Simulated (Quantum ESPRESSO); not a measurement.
# GaCo: parallel and opposed starts, part 2 of 2

A self-consistent run ends on one state, which hangs on the start. Several orders of GaCo are started in Quantum ESPRESSO and their energies compared.

Quantum ESPRESSO 7.5; LDA; plane waves with GBRV 1.5 LDA potentials, no spin-orbit coupling.

So far: Set-up; Start 1: ferro +; Run 2, typed as antiferro q=(1/2,1/2,1/2) +−; Run 3 (antiferro q=(0,1/2,1/2) +−).

### Step 4. Run 3 (antiferro q=(0,1/2,1/2) +−) (continued)

Spin moment in the atom's sphere by atom:

```
atom  spin moment in the atom's sphere (μB)
 Ga1                                 0.0000
 Ga2                                 0.0000
 Co3                                -0.0005
 Co4                                 0.0005
```

Numbers from this step:

| Quantity | Value |
| --- | --- |
| smearing term TS | 0.1523 eV |
| magnetization | 0 μB |
| absolute magnetization | 0 μB |
| final state | non-magnetic |

### Step 5. Start 4: antiferro q=(0,0,1/2) +−

The cell is doubled to 4 atoms to hold this order.

pw.in

```
&CONTROL
  calculation = 'scf'
  prefix = 'pwscf'
  outdir = './tmp'
  pseudo_dir = './pseudo'
  disk_io = 'nowf'
/
&SYSTEM
  ibrav = 0
  celldm(1) = 8
  nat = 4
  ntyp = 3
  ecutwfc = 40
  ecutrho = 280
  nbnd = 46
  occupations = 'smearing'
  smearing = 'fd'
  degauss = 0.00999582
  nspin = 2
  starting_magnetization(1) = 0
  starting_magnetization(2) = 0.1176
  starting_magnetization(3) = -0.1176
/
&ELECTRONS
  conv_thr = 8d-09
  electron_maxstep = 150
  mixing_beta = 0.3
/
ATOMIC_SPECIES
Ga     69.7230 ga_lda_v1.4.uspp.F.UPF
Co1    58.9332 co_lda_v1.2.uspp.F.UPF
Co2    58.9332 co_lda_v1.2.uspp.F.UPF
CELL_PARAMETERS alat
   0.6798289733341    0.0000000000000    0.0000000000000
   0.0000000000000    0.6798289733341    0.0000000000000
   0.0000000000000    0.0000000000000    1.3596579466682
ATOMIC_POSITIONS crystal
Ga      0.5000000000    0.5000000000    0.2500000000
Ga      0.5000000000    0.5000000000    0.7500000000
Co1     0.0000000000    0.0000000000    0.0000000000
Co2     0.0000000000    0.0000000000    0.5000000000
K_POINTS automatic
10 10 5 0 0 0
```

Started as:

```console
$ OMP_NUM_THREADS=1 mpirun -n 2 pw.x -nk 2 -in pw.in > pw.out
```

What it wrote:

```text
     [... lines left out ...]
Program PWSCF v.7.5 starts
     [... lines left out ...]
     number of atoms/cell      =            4
     [... lines left out ...]
     number of electrons       =        72.00
     number of Kohn-Sham states=           46
     kinetic-energy cutoff     =      40.0000  Ry
     charge density cutoff     =     280.0000  Ry
     scf convergence threshold =      8.0E-09
     [... lines left out ...]
     16 Sym. Ops., with inversion, found
     [... lines left out ...]
     number of k points=    63  Fermi-Dirac smearing, width (Ry)=  0.0100
     [... lines left out ...]
     iteration # 17     ecut=    40.00 Ry     beta= 0.30
     [... lines left out ...]
     Magnetic moment per site  (integrated on atomic sphere of radius R)
     atom   1 (R=0.243)  charge= 17.2342  magn= -0.0000
     atom   2 (R=0.243)  charge= 17.2342  magn= -0.0000
     atom   3 (R=0.243)  charge= 15.7060  magn=  0.0003
     atom   4 (R=0.243)  charge= 15.7060  magn=  0.0004
     [... lines left out ...]
     the Fermi energy is    17.4660 ev
!    total energy              =   -1426.72837907 Ry
     estimated scf accuracy    <          2.4E-09 Ry
     smearing contrib. (-TS)   =      -0.01119038 Ry
     [... lines left out ...]
     total magnetization       =     0.00 Bohr mag/cell
     absolute magnetization    =     0.00 Bohr mag/cell
     convergence has been achieved in  17 iterations
```

It took 99 s on 2 MPI ranks of Arm Neoverse V2, shared host; peak memory 0.33 GiB; 3.3 min of CPU time.

Numbers from this step:

| Quantity | Value |
| --- | --- |
| smearing term TS | 0.1523 eV |
| magnetization | 0 μB |
| absolute magnetization | 0 μB |
| final state | non-magnetic |
| largest moment | 0 μB |

### Step 6. Run 5, typed as no spin polarisation

pw.in

```
&CONTROL
  calculation = 'scf'
  prefix = 'pwscf'
  outdir = './tmp'
  pseudo_dir = './pseudo'
  disk_io = 'nowf'
/
&SYSTEM
  ibrav = 0
  celldm(1) = 8
  nat = 2
  ntyp = 2
  ecutwfc = 40
  ecutrho = 280
  nbnd = 25
  occupations = 'smearing'
  smearing = 'fd'
  degauss = 0.00999582
/
&ELECTRONS
  conv_thr = 4d-09
  electron_maxstep = 150
  mixing_beta = 0.3
/
ATOMIC_SPECIES
Ga     69.7230 ga_lda_v1.4.uspp.F.UPF
Co     58.9332 co_lda_v1.2.uspp.F.UPF
CELL_PARAMETERS alat
   0.6798289733341    0.0000000000000    0.0000000000000
   0.0000000000000    0.6798289733341    0.0000000000000
   0.0000000000000    0.0000000000000    0.6798289733341
ATOMIC_POSITIONS crystal
Ga      0.5000000000    0.5000000000    0.5000000000
Co      0.0000000000    0.0000000000    0.0000000000
K_POINTS automatic
10 10 10 0 0 0
```

What it wrote:

```text
     [... lines left out ...]
Program PWSCF v.7.5 starts
     [... lines left out ...]
     number of atoms/cell      =            2
     [... lines left out ...]
     number of electrons       =        36.00
     number of Kohn-Sham states=           25
     kinetic-energy cutoff     =      40.0000  Ry
     charge density cutoff     =     280.0000  Ry
     scf convergence threshold =      4.0E-09
     [... lines left out ...]
     48 Sym. Ops., with inversion, found
     [... lines left out ...]
     number of k points=    56  Fermi-Dirac smearing, width (Ry)=  0.0100
     [... lines left out ...]
     iteration # 12     ecut=    40.00 Ry     beta= 0.30
     [... lines left out ...]
     the Fermi energy is    17.4659 ev
!    total energy              =    -713.36418953 Ry
     estimated scf accuracy    <          9.6E-10 Ry
     smearing contrib. (-TS)   =      -0.00559519 Ry
     [... lines left out ...]
     convergence has been achieved in  12 iterations
```

The job ended after 7.8 s (2 MPI ranks; peak memory 0.15 GiB).

Numbers from this step:

```
smearing term TS : 0.07613 eV
final state      : non-magnetic (no spin polarisation)
```

### Step 7. Ranking

An order is kept where moments of 0.15 μB or more survive with the typed signs; meshes match where a doubled cell samples the same k points as the first cell.

Orders:

```csv
start,final state,typed order kept,energy over the lowest (meV a seeded atom),largest site moment (μB),net moment (μB a cell of the first run),mesh matched,CPU time (s)
ferro +,non-magnetic,no,0.08093,0,0,yes,38.57
"antiferro q=(1/2,1/2,1/2) +-",non-magnetic,no,0,0,0,yes,94.6
"antiferro q=(0,1/2,1/2) +-",non-magnetic,no,0.04626,5.31e-4,0,yes,264.2
"antiferro q=(0,0,1/2) +-",non-magnetic,no,0.08094,0,0,yes,197.3
no spin polarisation,non-magnetic,-,0.08094,0,0,yes,15.4
```

### Step 8. Results

```json
{"lowest state found": "non-magnetic (from ferro +, antiferro q=(1/2,1/2,1/2) +-, antiferro q=(0,1/2,1/2) +-, antiferro q=(0,0,1/2) +- and no spin polarisation)", "largest site moment": "0 μB"}
```

The lowest state carries no moment, and no start kept one. This is the lowest of 5 collinear or spinless starts, no proof of the ground state. Energies are free energies at an electronic temperature of 1580 K, which lowers moments and differences where the moments are itinerant.

[Logs and program files are shortened in this print: banners, set-up blocks, solver, clock and traceback lines can be left out without a mark of their own.]

[Logs are printed without paths, hosts, clocks, repeated set-up lines and the standing remarks that a program may print on its own settings, such as how far it seeks lower states.]

[Hosts, paths, dates, database ids (printed as entryN), source tags and the programs' standing remarks are cut or masked in the printed files.]

[Where a cell is said to come from a database of computed structures, the database is the Materials Project.]
